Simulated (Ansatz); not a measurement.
**The gap of SiO2 (I-42d): a ladder of methods and an error budget**

Aim: a best estimate of the quasiparticle gap of SiO2 (I-42d), with each correction and its cost laid out.

Method: density functionals, hybrids, G0W0, plane waves, PAW, in Ansatz 0.2.0.

### Step 1. Set-up

The structure is tetragonal, space group I-42d (No. 122). The conventional cell has a = 4.748 Å, b = 4.748 Å, c = 7.488 Å, α = 90.00°, β = 90.00°, γ = 90.00°. Nearest to Si lie 4 O at 1.62 Å. Nearest to O lie 2 Si at 1.62 Å. Farther neighbours and most contacts between anions are not listed.

The cell and positions come from the Crystallography Open Database and are kept as given unless a step says otherwise.

### Step 2. LDA bands

The cheap functional maps the bands first; the places of the edges decide which points the dearer methods must see.

This step: DFT, LDA, plane waves, PAW; PAW set soft_1.

Input file input.yaml:

```yaml
crystal:
  lattice:
    - [-2.37405, 2.37405, 3.744]
    - [2.37405, -2.37405, 3.744]
    - [2.37405, 2.37405, -3.744]
  atoms:
    - { symbol: Si, position: [0.0, 0.0, 0.0] }
    - { symbol: Si, position: [0.75, 0.25, 0.5] }
    - { symbol: O, position: [0.99838, 0.625, 0.87338] }
    - { symbol: O, position: [0.375, 0.24838, 0.37338] }
    - { symbol: O, position: [0.75162, 0.125, 0.12662] }
    - { symbol: O, position: [0.875, 0.00162, 0.62662] }
kpoints:
  mp_grid: { grid: [8, 8, 8] }
  band_path:
    path:
      - [[0.0, 0.0, 0.0], [0.0, 0.0, 0.5], [0.25, 0.25, 0.25], [0.0, 0.5, 0.0], [0.0, 0.0, 0.0], [0.5, 0.5, -0.5], [0.35051897, 0.64948103, -0.35051897]]
      - [[-0.35051897, 0.35051897, 0.35051897], [0.0, 0.0, 0.0]]
      - [[0.0, 0.0, 0.5], [-0.20103795, 0.20103795, 0.5]]
      - [[0.5, 0.5, -0.20103795], [0.5, 0.5, -0.5]]
    npoints: 10
hamiltonian:
  xc: lda
  pseudopotentials: { kind: paw, azcp: { folder: soft_1 }, xc_functional: pbe }
scf:
  occupations: { method: fermi_dirac, width: 0.02 }
  n_extra_bands: 6
output:
  eigenvalues: true
  forces: true
  stress: true
  write_density: true
  write_potential: true
  elf: true
  volumetric_format: npy
```

Launch:

```console
$ ansatz run input.yaml --threads 3 --pin off --max-ram 92160MiB --backend cuda --events-out ev --progress --plain --runs-dir out --devices 1 --max-vram 13GiB
```

Numbers of over 12 decimals in the logs are rounded to 6 here.

Log:

```text
scf.n_extra_bands = 6 over 16 filled bands (N_el = 32.0): the run solves 22 bands
GPUs: using 1 of 1 available (devices: 1).
Engine: ansatz 0.2.0, x86_64-unknown-linux-gnu
Pseudopotentials: kind: paw
Pseudopotential: Si, paw, valence charge 4, recommended cutoff 420 eV (normal), soft_1/Si.paw.azcp
Pseudopotential: O, paw, valence charge 6, recommended cutoff 420 eV (normal), soft_1/O.paw.azcp
Functional definition: SPW92
  exchange = slater_x
  correlation = pw_c
device memory: the entry about to start is reckoned to put 2.3 GiB on a device that reports 52.0 GiB free (of which the cap on the GPU budget leaves the run 13.0 GiB)
GPU FFT provider: cuFFT
GPU libraries: cuBLAS 13.8.2, cuFFT 12.4.0, cuSOLVER 12.3.4
Crystal: 6 atoms, lattice volume = 84.406 Å³
Basis set: ecut = 420 eV, 1637 PW (Γ)
Bands: 22, of which v1, the nominal top of the filled ones, is band 16 counted from 1 (15 counted from 0)
Symmetry: 8 space group operations
Space group: I-42d (ITA 122), of the structure as read, at distance tolerance 4.4e-5 Å
k-points: 59 of 512 (time reversal used)
Non-local potential: Si, projectors of the file, l = 0: 2, l = 1: 2, l = 2: 1
Non-local potential: O, projectors of the file, l = 0: 2, l = 1: 2, l = 2: 1
PAW form: soft (Blöchl's): semilocal exchange-correlation on the pseudo side does not see the compensation charge
PAW frozen core: Si, regenerated for the run's functional, and the local potential with it (the file was generated under x = pbe(κ = 0.804, μ = 0.219515), c = pbe(β = 0.066725))
PAW frozen core: O, regenerated for the run's functional, and the local potential with it (the file was generated under x = pbe(κ = 0.804, μ = 0.219515), c = pbe(β = 0.066725))
PAW one-centre angular grid: Si, 110 points (default); XC on 64 Gauss nodes
PAW one-centre angular grid: O, 110 points (default); XC on 64 Gauss nodes
Initial density: superposition of atomic densities (chi_scale 0.1, normalization cell, long waves kept (reshape's long-wave potential 0.00 eV rms))
Initial wavefunctions: pseudopotential atomic-orbital guess
GPU buffer pool allocated for 46656 grid points (all kernels)
GPU transforms: local potential and band sums: pruned to the plane-wave sphere, on 36×36×36
Functional: x = slater, c = lda
SCF iter   1: F=—  HF=-3448.426932 eV  |F-HF|=—  |Δ(HF+E_count)|=         —  Δρ=1.17e-1  dr2=1.04e1  ethr=3.10e-3  ⟨swp⟩=7.0  Hψ=7738  notcnv=0
preconditioner: auto → none  [insulator: Δε(μ)=7.286 eV  Ē_g=17.688 eV  σ=0.020 eV  W_gap=1.00  n_scr=14 (ndim 8)  ℏωp=22.9 eV  f_vac=0.102  D(μ)=0.00/eV (n_scr^D=0)  ε∞_Penn≈2.7]
SCF iter   2: F=—  HF=-3445.784150 eV  |F-HF|=—  |Δ(HF+E_count)|=    2.64e0  Δρ=6.35e-2  dr2=1.51e0  ethr=3.10e-3  ⟨swp⟩=3.7  Hψ=3856  notcnv=0  defer=118
SCF iter   3: F=—  HF=-3445.360369 eV  |F-HF|=—  |Δ(HF+E_count)|=   4.24e-1  Δρ=1.88e-2  dr2=1.34e-1  ethr=3.10e-3  ⟨swp⟩=2.0  Hψ=2671  notcnv=0  defer=118
SCF iter   4: F=—  HF=-3445.348422 eV  |F-HF|=—  |Δ(HF+E_count)|=   1.19e-2  Δρ=1.30e-3  dr2=6.09e-4  ethr=4.19e-4  ⟨swp⟩=2.6  Hψ=2152  notcnv=0  defer=118
SCF iter   5: F=—  HF=-3445.348696 eV  |F-HF|=—  |Δ(HF+E_count)|=   2.74e-4  Δρ=2.41e-4  dr2=1.35e-5  ethr=1.90e-6  ⟨swp⟩=2.3  Hψ=1977  notcnv=0  defer=118
SCF iter   6: F=—  HF=-3445.348803 eV  |F-HF|=—  |Δ(HF+E_count)|=   1.07e-4  Δρ=2.91e-5  dr2=4.96e-7  ethr=4.20e-8  ⟨swp⟩=2.3  Hψ=2144  notcnv=0  defer=118
SCF iter   7: F=-3445.348803 eV  HF=-3445.348803 eV  |F-HF|=4.85e-10  |Δ(HF+E_count)|=   7.28e-8  Δρ=2.72e-6  dr2=2.31e-9  ethr=3.13e-10  ⟨swp⟩=17.9  Hψ=11753  notcnv=0
SCF 1 converged in 7 iterations: F = -3445.348803 eV  dr2 = 2.31e-9
[...]
device memory: the entry about to start is reckoned to put 2.5 GiB on a device that reports 52.2 GiB free (of which the cap on the GPU budget leaves the run 13.0 GiB)
NSCF: frozen V_eff on 94 k-points, pencils in batches of 32, up to order 100
SCF converged after 7 iterations
Free energy (F): -3445.348803 eV
Harris-Foulkes:  -3445.348803 eV  (|F-HF|=4.85e-10)
Internal energy: -3445.348803 eV  (E = F + TS)
E sigma→0 (E₀):  -3445.348803 eV
Fermi energy:    3.741378 eV
--- Per-component energies (eV) ---
  E_band       = -181.126402
  E_kinetic    = 771.675139
  E_local      = -2183.365020  (includes V_loc(G=0)·N_el)
  E_nonlocal   = 263.900131
  E_hartree    = 807.170828
  E_xc         = -394.813806
  E_vxc        = -459.938384  (∫ρ·V_xc dr)
  E_paw        = -1581.775573  (= ΣΔE_a)
  E_vpaw       = -187.744140  (= ΣTr[D̂ρ^β])
  E_aug_tail   = 0.003432  (compensation charges beyond the density's cutoff)
  E_ewald      = -1128.700283
  E_core_change = 0.556347  (= ΣΔE_core)
  E_smearing   = -0.000000  (= −TS)
  E_closure    = -0.000000  (closes the sum)
  Σ components = -3445.348803   (vs F -3445.348803, Δ=0.00e0)
--- Forces (eV/Å), atoms counted from 1 ---
  atom   1  Si     0.00000000    -0.00000000     0.00000000
  atom   2  Si     0.00000000     0.00000000     0.00000000
  atom   3  O     -0.00000000    -0.27696055    -0.00000000
  atom   4  O     -0.27696055     0.00000000     0.00000000
  atom   5  O     -0.00000000     0.27696055     0.00000000
  atom   6  O      0.27696055    -0.00000000    -0.00000000
  max |Σ_I F_I| component: 5.20e-18 eV/Å
--- Stress (GPa, compression-positive) ---
       -2.144052      -0.000000       0.000000
        0.000000      -2.144052       0.000000
        0.000000       0.000000      -4.165026
  P = ⅓ Tr σ = -2.8177 GPa (-28.177 kbar)
--- Band table (eV; the first three rows and the last of 59) ---
  k-point 0: bands = [... 12 lower, -0.5178, -0.2293, 0.8041, 0.8041, 6.6258, 9.2615, 11.8999, 11.8999, ... 2 higher]
  k-point 1: bands = [... 12 lower, -0.5430, -0.1215, 0.7743, 0.7780, 6.9972, 9.5097, 11.2836, 11.7856, ... 2 higher]
  k-point 2: bands = [... 12 lower, -0.4708, 0.0545, 0.7064, 0.7072, 7.9333, 10.1316, 10.7479, 11.3260, ... 2 higher]
  k-point 58: bands = [... 12 lower, -0.6973, -0.6973, 0.7012, 0.7012, 9.5984, 9.5984, 10.2797, 10.2797, ... 2 higher]
```

Run time: 14 s. Hardware: 1 × NVIDIA H100 80GB HBM3 (shared by 6 runs) with 3 threads of AMD EPYC 7R13 (Zen 3), shared host; peak memory 0.89 GiB.

Numbers from this step:

```
pressure             : -2.818 GPa
filled bands         : 16
gap                  : 5.822 eV
valence top at       : Γ
conduction bottom at : Γ
least direct gap     : 5.822 eV
```

The gap is direct, at Γ.

Electronic bands along the path, in eV, zero at the top of the highest nominally filled band:

```
     point  band 13  band 14  band 15  band 16  band 17  band 18  band 19  band 20
         Γ    -1.32    -1.03     0.00     0.00     5.82     8.46    11.10    11.10
   halfway    -1.27    -0.75    -0.10    -0.10     7.13     9.33     9.94    10.52
         X    -0.74    -0.74    -0.23    -0.23     9.25     9.25     9.94     9.94
   halfway    -0.77    -0.77    -0.26    -0.26     9.24     9.24     9.80     9.80
         P    -0.80    -0.80    -0.29    -0.29     9.24     9.24     9.70     9.70
   halfway    -1.12    -0.79    -0.33    -0.15     8.61     9.17     9.81     9.83
         N    -1.27    -0.68    -0.28    -0.18     8.21     8.95     9.79    10.00
   halfway    -1.31    -0.87    -0.09    -0.08     6.76     9.04     9.93    10.52
         Γ    -1.32    -1.03     0.00     0.00     5.82     8.46    11.10    11.10
   halfway    -1.60    -1.06    -0.07    -0.07     6.95     8.88     9.93     9.93
         M    -1.50    -1.50    -0.10    -0.10     8.79     8.79     9.48     9.48
   halfway    -1.52    -1.32    -0.18    -0.11     8.87     8.96     9.32     9.54
         S    -1.16    -1.02    -0.40    -0.13     8.84     9.10     9.44     9.75
jump to S0    -1.16    -1.02    -0.40    -0.13     8.84     9.10     9.44     9.75
   halfway    -1.14    -0.85    -0.19    -0.09     7.07     9.29     9.87    10.80
         Γ    -1.32    -1.03     0.00     0.00     5.82     8.46    11.10    11.10
 jump to X    -0.74    -0.74    -0.23    -0.23     9.25     9.25     9.94     9.94
   halfway    -0.75    -0.75    -0.26    -0.26     9.24     9.24     9.99     9.99
         R    -0.86    -0.86    -0.28    -0.28     9.24     9.24     9.77     9.77
 jump to G    -0.86    -0.86    -0.28    -0.28     9.24     9.24     9.77     9.77
   halfway    -1.27    -1.27    -0.18    -0.18     9.03     9.03     9.42     9.42
         M    -1.50    -1.50    -0.10    -0.10     8.79     8.79     9.48     9.48
```

ELF in the ac plane of the conventional cell at fractional y = 0.000, with atoms of Si within 0.2 Å of it. It is the smooth field of the valence electrons, not physical close to the nuclei.

Values, 22 rows by 14 columns, each cell a mean:
```
0.21 0.37 0.63 0.67 0.60 0.44 0.15 0.07 0.29 0.54 0.64 0.67 0.52 0.24
0.22 0.60 0.80 0.78 0.75 0.64 0.28 0.16 0.48 0.71 0.76 0.80 0.75 0.39
0.26 0.62 0.78 0.77 0.79 0.74 0.41 0.24 0.62 0.78 0.77 0.78 0.74 0.42
0.17 0.48 0.71 0.76 0.79 0.74 0.38 0.21 0.60 0.80 0.78 0.75 0.63 0.29
0.08 0.30 0.54 0.63 0.66 0.52 0.25 0.21 0.36 0.64 0.67 0.60 0.44 0.16
0.03 0.12 0.25 0.33 0.35 0.23 0.19 0.27 0.16 0.28 0.34 0.29 0.19 0.06
0.01 0.03 0.07 0.13 0.20 0.21 0.17 0.16 0.18 0.20 0.15 0.09 0.05 0.02
0.00 0.01 0.05 0.13 0.25 0.31 0.24 0.21 0.28 0.29 0.18 0.07 0.02 0.01
0.00 0.01 0.06 0.17 0.26 0.28 0.21 0.19 0.25 0.29 0.22 0.11 0.03 0.00
0.00 0.01 0.04 0.12 0.18 0.17 0.12 0.10 0.14 0.19 0.17 0.09 0.02 0.00
0.00 0.00 0.01 0.04 0.07 0.07 0.05 0.04 0.07 0.09 0.07 0.03 0.01 0.00
0.00 0.00 0.00 0.01 0.02 0.02 0.02 0.02 0.02 0.02 0.01 0.01 0.00 0.00
0.00 0.00 0.01 0.01 0.01 0.01 0.01 0.01 0.01 0.01 0.01 0.01 0.00 0.00
0.00 0.00 0.01 0.01 0.01 0.00 0.00 0.00 0.00 0.01 0.01 0.01 0.01 0.00
0.01 0.01 0.01 0.01 0.01 0.00 0.00 0.00 0.00 0.01 0.01 0.01 0.01 0.01
0.02 0.02 0.02 0.02 0.01 0.00 0.00 0.00 0.00 0.01 0.01 0.02 0.02 0.02
0.04 0.06 0.08 0.07 0.03 0.01 0.00 0.00 0.00 0.02 0.04 0.07 0.07 0.05
0.09 0.14 0.19 0.17 0.08 0.02 0.00 0.00 0.01 0.05 0.12 0.18 0.16 0.11
0.17 0.24 0.28 0.22 0.11 0.03 0.01 0.00 0.01 0.06 0.17 0.27 0.27 0.20
0.20 0.28 0.29 0.18 0.08 0.03 0.01 0.00 0.01 0.05 0.13 0.26 0.31 0.24
0.15 0.18 0.20 0.15 0.08 0.04 0.02 0.01 0.03 0.07 0.12 0.20 0.21 0.16
0.29 0.15 0.27 0.32 0.27 0.17 0.05 0.03 0.12 0.24 0.31 0.33 0.21 0.19
```
Columns run along a (4.7 Å), rows up along c (7.5 Å), edges of the conventional cell, whose origin can differ from the input's. Atoms in or near the plane, at fractional coordinates: Si at (0.00, 0.00), Si at (0.50, 0.75).

Electrostatic potential energy in the ac plane of the conventional cell at fractional y = 0.000, with atoms of Si within 0.2 Å of it. With pseudopotentials it is smooth inside the atoms' cores, unlike the true potential.

Ten even steps from '_' (-32 eV) to '@' (9 eV), each cell a mean:
```
--__--##%%@@@@@@@@@@%%**__..
__::++==**%%%%%%%%##++++==__
++**++::--##**++**++::--##**
%%%%##++++==____::++==**%%%%
@@@@@@%%**__..--__--##%%@@@@
@@@@@@%%++__--**__::##@@@@@@
@@@@@@%%**..______==%%@@@@@@
@@@@@@@@%%**--::==##%%@@@@@@
@@@@@@@@@@%%####%%%%@@@@@@@@
@@@@@@@@@@@@@@@@@@@@@@@@@@@@
@@@@@@@@@@@@@@@@@@@@@@@@@@@@
@@@@@@@@@@@@@@@@@@@@@@@@@@@@
@@@@@@@@@@@@@@@@@@@@@@@@@@@@
@@@@@@@@@@@@@@@@@@@@@@@@@@@@
@@@@@@@@@@@@@@@@@@@@@@@@@@@@
@@@@@@@@@@@@@@@@@@@@@@@@@@@@
@@@@@@@@@@@@@@@@@@@@@@@@@@@@
@@@@@@@@@@@@@@@@@@@@@@@@@@@@
##%%%%@@@@@@@@@@@@@@@@@@%%##
::==##%%@@@@@@@@@@@@@@%%**--
____==%%@@@@@@@@@@@@%%**..__
**__::##@@@@@@@@@@@@%%++__--
```
Columns run along a (4.7 Å; values clipped at the 3rd and 97th percentile), rows up along c (7.5 Å), edges of the conventional cell, whose origin can differ from the input's. Atoms in or near the plane, at fractional coordinates: Si at (0.00, 0.00), Si at (0.50, 0.75).

### Step 3. r2SCAN

r2SCAN sits between gradient functionals and hybrids in what it does to gaps, at little more than semilocal cost.

This step: DFT, r2SCAN, plane waves, PAW; PAW set soft_1.

Input file input.yaml:

```yaml
crystal:
  lattice:
    - [-2.37405, 2.37405, 3.744]
    - [2.37405, -2.37405, 3.744]
    - [2.37405, 2.37405, -3.744]
  atoms:
    - { symbol: Si, position: [0.0, 0.0, 0.0] }
    - { symbol: Si, position: [0.75, 0.25, 0.5] }
    - { symbol: O, position: [0.99838, 0.625, 0.87338] }
    - { symbol: O, position: [0.375, 0.24838, 0.37338] }
    - { symbol: O, position: [0.75162, 0.125, 0.12662] }
    - { symbol: O, position: [0.875, 0.00162, 0.62662] }
kpoints:
  mp_grid: { grid: [8, 8, 8] }
  band_path:
    path:
      - [0.0, 0.0, 0.0]
      - [0.0, 0.0, 0.5]
      - [0.25, 0.25, 0.25]
      - [0.0, 0.5, 0.0]
      - [0.5, 0.5, -0.5]
      - [0.35051897, 0.64948103, -0.35051897]
      - [-0.35051897, 0.35051897, 0.35051897]
      - [-0.20103795, 0.20103795, 0.5]
    npoints: 1
hamiltonian:
  xc: r2scan
  pseudopotentials: { kind: paw, azcp: { folder: soft_1 } }
scf:
  occupations: { method: fixed }
  n_extra_bands: 6
output:
  eigenvalues: true
  forces: true
  stress: true
```

Log:

```text
[...]
GPUs: using 1 of 1 available (devices: 1).
[...]
GPU FFT provider: cuFFT
GPU libraries: cuBLAS 13.8.2, cuFFT 12.4.0, cuSOLVER 12.3.4
Crystal: 6 atoms, lattice volume = 84.406 Å³
Basis set: ecut = 500 eV, 2141 PW (Γ), exchange–correlation on 160×160×160 points (64 copies of the dense FFT grid, shifted against one another)
[...]
k-point 0: bands = [... 12 lower, -0.6459, -0.3750, 0.6790, 0.6790, 7.3789, 10.2208, 13.0175, 13.0175, ... 2 higher]
  k-point 1: bands = [... 12 lower, -0.6660, -0.2592, 0.6484, 0.6519, 7.7565, 10.4794, 12.3981, 12.9220, ... 2 higher]
  k-point 2: bands = [... 12 lower, -0.5936, -0.0823, 0.5776, 0.5783, 8.7199, 11.1343, 11.8324, 12.3761, ... 2 higher]
  k-point 58: bands = [... 12 lower, -0.8473, -0.8473, 0.5725, 0.5725, 10.4593, 10.4593, 11.2491, 11.2491, ... 2 higher]
[key lines of the parts left out:]
SCF converged after 8 iterations
Free energy (F): -3560.118635 eV
Fermi energy:    0.679048 eV
P = ⅓ Tr σ = -1.2870 GPa (-12.870 kbar)
```

It took 11 s on 1 × NVIDIA H100 80GB HBM3 (shared by 6 runs) with 3 threads; peak memory 1 GiB; 9.3 s of CPU time.

This step gave:

```
pressure             : -1.287 GPa
gap                  : 6.700 eV
valence top at       : Γ
conduction bottom at : Γ
least direct gap     : 6.700 eV
```

The gap stands +0.88 eV against LDA.

### Step 4. HSE06

The screened hybrid is the usual rung above semilocal functionals: a quarter of exact exchange, cut off beyond a few ångström.

This step: DFT, HSE06, plane waves, PAW; PAW set soft_1.

input.yaml, as its differences from that of step 3:

```diff
@@ -13,3 +13,3 @@
 kpoints:
-  mp_grid: { grid: [8, 8, 8] }
+  mp_grid: { grid: [4, 4, 4] }
   band_path:
@@ -26,3 +26,3 @@
 hamiltonian:
-  xc: r2scan
+  xc: hse06
   pseudopotentials: { kind: paw, azcp: { folder: soft_1 } }
@@ -33,3 +33 @@
   eigenvalues: true
-  forces: true
-  stress: true
```

Log:

```text
[...]
GPUs: using 1 of 1 available (devices: 1).
[...]
davidson cushion auto → on  (no smearing: the cushion is to keep the highest requested band from converging to the state above it; pin scf.eigensolver.cushion to override)
[...]
GPU FFT provider: cuFFT
GPU libraries: cuBLAS 13.8.2, cuFFT 12.4.0, cuSOLVER 12.3.4
Crystal: 6 atoms, lattice volume = 84.406 Å³
Basis set: ecut = 420 eV, 1637 PW (Γ)
[...]
Fermi energy:    -0.207636 eV
[...]
--- Band table (eV; the first three rows and the last of 13) ---
  k-point 0: bands = [... 12 lower, -1.5397, -1.3154, -0.2076, -0.2076, 7.6670, 10.4545, 13.2802, 13.2802, ... 2 higher]
  k-point 1: bands = [... 12 lower, -1.5112, -0.9839, -0.3121, -0.3076, 9.0218, 11.3758, 12.0539, 12.6293, ... 2 higher]
  k-point 2: bands = [... 12 lower, -0.9854, -0.9854, -0.4450, -0.4450, 11.2558, 11.2558, 12.0548, 12.0548, ... 2 higher]
  k-point 12: bands = [... 12 lower, -1.8007, -1.8007, -0.3144, -0.3144, 10.7691, 10.7691, 11.5184, 11.5184, ... 2 higher]
[key lines of the parts left out:]
Free energy (F): -3548.824978 eV
```

The job ended after 23 s (1 × NVIDIA H100 80GB HBM3 (shared by 6 runs) with 3 threads; peak memory 1.2 GiB).

Numbers from this step:

- gap: 7.875 eV
- valence top at: Γ
- conduction bottom at: Γ
- least direct gap: 7.875 eV

The gap stands +2.05 eV against LDA.

### Step 5. PBE0

PBE0 differs from HSE06 by long-range exchange, so the pair shows what that tail is worth.

This step: DFT, PBE0, plane waves, PAW; PAW set soft_1.

input.yaml, as its differences from that of step 4:

```diff
@@ -26,3 +26,3 @@
 hamiltonian:
-  xc: hse06
+  xc: pbe0
   pseudopotentials: { kind: paw, azcp: { folder: soft_1 } }
```

Log:

```text
[...]
GPUs: using 1 of 1 available (devices: 1).
[...]
GPU FFT provider: cuFFT
GPU libraries: cuBLAS 13.8.2, cuFFT 12.4.0, cuSOLVER 12.3.4
Crystal: 6 atoms, lattice volume = 84.406 Å³
Basis set: ecut = 420 eV, 1637 PW (Γ)
Bands: 22, of which v1, the nominal top of the filled ones, is band 16 counted from 1 (15 counted from 0)
Symmetry: 8 space group operations
[...]
k-points: 13 of 64 (time reversal used)
[...]
Fermi energy:    -0.615606 eV
[...]
--- Band table (eV; the first three rows and the last of 13) ---
  k-point 0: bands = [... 12 lower, -1.9470, -1.7281, -0.6156, -0.6156, 8.0287, 10.8291, 13.6640, 13.6640, ... 2 higher]
  k-point 1: bands = [... 12 lower, -1.9222, -1.3929, -0.7201, -0.7152, 9.3923, 11.7542, 12.4352, 13.0101, ... 2 higher]
  k-point 2: bands = [... 12 lower, -1.3957, -1.3957, -0.8517, -0.8517, 11.6332, 11.6332, 12.4379, 12.4379, ... 2 higher]
  k-point 12: bands = [... 12 lower, -2.2132, -2.2132, -0.7215, -0.7215, 11.1448, 11.1448, 11.8986, 11.8986, ... 2 higher]
[key lines of the parts left out:]
Free energy (F): -3549.526119 eV
```

Run time: 16 s. Hardware: 1 × NVIDIA H100 80GB HBM3 (shared by 6 runs) with 3 threads; peak memory 1.2 GiB; 19 s of CPU time.

This step gave:

* gap: 8.644 eV
* valence top at: Γ
* conduction bottom at: Γ
* least direct gap: 8.644 eV

The gap stands +2.82 eV against LDA.

(Part 1 of 3 ends here.)

[Paths, hosts, dates, memory and timing lines, banners, echoed tables and standing remarks are left out of the program output.]

[Logs are printed without paths, hosts, clocks, repeated set-up lines and the standing remarks that a program may print on its own settings, such as how far it seeks lower states.]

[Runs of the session that timed out or met a known fault of the program may be left out.]

[Cells called generated may have been cut or substituted from an entry of the Crystallography Open Database or the Materials Project.]

[Hosts, paths, dates, database ids (printed as entryN), source tags and the programs' standing remarks are cut or masked in the printed files.]
